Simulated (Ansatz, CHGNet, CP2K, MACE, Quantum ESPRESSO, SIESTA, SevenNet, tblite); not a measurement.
# Which run comes nearest? Na+ TFSI- in propylene carbonate and ethylene carbonate at 330 K (114 atoms)

Density of this cell: 1.50 g/cm³. The cell holds 114 atoms: 2 N, 4 S, 29 O, 29 C, 12 F, 36 H and 2 Na. Cell: a = 11.218 Å, b = 11.218 Å, c = 11.218 Å, α = 90.0°, β = 90.0°, γ = 90.0°. 4 propylene carbonate, 3 ethylene carbonate, 2 Na+, 2 TFSI- placed at random, at 1.5 g/cm³; overlaps pushed apart, then 10 ps at 550 K with Joung-Cheatham ions (J. Phys. Chem. B 112, 9020 (2008)); MMFF94 bonds, angles, torsions, charges and radii (Halgren, J. Comput. Chem. 17, 490 (1996)) in harmonic and 12-6 forms; charges of ions scaled by 0.8. Snapshot after 30 ps at 330 K and fixed volume. Then every atom was moved at random, 0.05 Å r.m.s. a Cartesian component (hydrogen 0.6 of that).

Geometry: as built.

The reference, a calculation:

* method: Kohn-Sham DFT, PBE, PAW, plane waves (Ansatz 0.2.0); cutoff 420 eV, Γ point, fermi-dirac smearing of 0.05 eV; PAW set soft_2
* r.m.s. force component: 3.036 eV/Å
* longest force: 18.61 eV/Å
* pressure: 6.008 GPa
* gap (highest filled to lowest empty level): 3.776 eV
* SCF cycles: 11
* time: 8.8 s on 8 threads of Arm Neoverse V2, shared host
* CPU time: 64 s

Q: Estimate the differences from the reference, the CPU time and the memory of each run.
- tblite GFN2-xTB (tblite 0.8.0; 1 thread)
- CP2K PBE, DZVP-MOLOPT-SR, 400/50 Ry, diagonalisation (CP2K 2026.2; 2 threads)
- SevenNet l3i5 potential (SevenNet l3i5; 1 thread)
- CP2K PBE+D3(BJ), DZVP-MOLOPT-SR, 800/50 Ry, diagonalisation (CP2K 2026.2; 4 MPI ranks)
- CP2K PBE, SZV-MOLOPT-SR, 800/50 Ry, TRS4 filter 1e-03, SCF 1e-04 (CP2K 2026.2; 2 threads)
- SIESTA PBE, DZP, shift 0.01 Ry, mesh 500 Ry (SIESTA 5.4.2; 2 MPI ranks)
- SIESTA PBE, DZ, shift 0.01 Ry, mesh 500 Ry (SIESTA 5.4.2; 2 MPI ranks)
- QE PBE, sssp-1.3.0-efficiency, 60/480 Ry (Quantum ESPRESSO 7.5; 4 MPI ranks)
- CP2K PBE, DZVP-MOLOPT-SR, 800/50 Ry, diagonalisation (CP2K 2026.2; 4 MPI ranks)
- CHGNet r2SCAN potential (CHGNet r2SCAN; 1 thread)

Differences are against the plane-wave reference, forces as r.m.s. over components; share is that over the reference's r.m.s. force, slope the least-squares factor from reference forces to these. Total energies of different programs have different zeros and aren't compared.

```csv
run,"Δ force, r.m.s. (meV/Å)",share (%),slope,Δ pressure (GPa),Δ gap (eV),cores,CPU time,memory (GiB)
reference,-,-,-,-,-,8,64 s,1.8
tblite GFN2-xTB,587,19.3,0.879,-4.79,-,1,7.5 s,0.15
"CP2K PBE, DZVP-MOLOPT-SR, 400/50 Ry, diagonalisation (coarse)",277,9.12,1.040,0.974,-0.0054,2,3.4 min,1.9
SevenNet l3i5 potential,367,12.1,0.968,-0.719,-,1,9.7 s,1.9
"CP2K PBE+D3(BJ), DZVP-MOLOPT-SR, 800/50 Ry, diagonalisation",237,7.81,1.045,0.307,-0.0035,4,5.7 min,6.4
"CP2K PBE, SZV-MOLOPT-SR, 800/50 Ry, TRS4 filter 1e-03, SCF 1e-04 (coarse)",4125,136,1.786,24.8,-,2,85 s,2.6
"SIESTA PBE, DZP, shift 0.01 Ry, mesh 500 Ry",477,15.7,1.087,1.00,0.0974,2,4.5 min,2.1
"SIESTA PBE, DZ, shift 0.01 Ry, mesh 500 Ry (coarse)",2260,74.4,1.357,11.6,-0.352,2,2.2 min,1.4
"QE PBE, sssp-1.3.0-efficiency, 60/480 Ry",104,3.44,1.015,0.279,-0.0107,4,11 min,3.8
"CP2K PBE, DZVP-MOLOPT-SR, 800/50 Ry, diagonalisation",235,7.73,1.044,0.978,-0.0035,4,5.7 min,6.3
CHGNet r2SCAN potential,546,18.0,0.883,-2.05,-,1,3.9 s,1.7
```

Rows marked coarse were listed beforehand as settings not expected to be converged; some can still land near the reference.

Times of the machine-learned potentials are mostly Python's start and the loading of weights.

CPU time is summed over cores on a shared host, where runs went side by side, so it is rough. Symmetry, cutoffs, thresholds, outputs and thread counts weren't matched or tuned between programs; memory under MPI is the largest rank's times the ranks.

PBE on plane waves or a grid with other potentials, cutoffs or grids, coarse settings apart, differs from the reference by 3.4 % (QE PBE, sssp-1.3.0-efficiency, 60/480 Ry) of the r.m.s. force; this holds the reference's own error, so differences of a few per cent don't tell which side is nearer the exact PBE result (QE's 60 Ry are 816 eV, against the reference's 420 eV). The PBE runs in local orbitals, coarse settings apart, differ by 7.7 % (CP2K PBE, DZVP-MOLOPT-SR, 800/50 Ry, diagonalisation) to 16 % (SIESTA PBE, DZP, shift 0.01 Ry, mesh 500 Ry); basis, grid and potentials can all enter. Tight binding differs by 19 % (tblite GFN2-xTB); it is another model, with fitted parameters of its own, and the xTB methods hold dispersion. Machine-learned potentials differ by 12 % (SevenNet l3i5 potential) to 18 % (CHGNet r2SCAN potential); they were trained on other programs' data, some at another functional. Periodic xTB results under one method name differ between programs and library versions. Forces of 3.0 eV/Å r.m.s. are well above thermal ones: they come largely from the bond lengths of the classical model and from the random displacements, and they dominate the comparison. Machine-learned potentials mimic data converged in k, so the reference's own k-point error enters their differences. The network of contacts between molecules at the start is that of the classical potential that made the cell, and needn't be the one that DFT or experiment would give. The electronic-structure runs sample only Γ, in a cell whose shortest periodic width is 11 Å.

[Logs are printed without paths, hosts, clocks, repeated set-up lines and the standing remarks that a program may print on its own settings, such as how far it seeks lower states.]

[Hosts, paths, dates, database ids (printed as entryN), source tags and the programs' standing remarks are cut or masked in the printed files.]

[The MMFF94 radii named for the starting cell were scaled by 0.96; in molecules described by MMFF94, hydrogen bound to N, O or S took a small fixed 12-6 site in their place.]
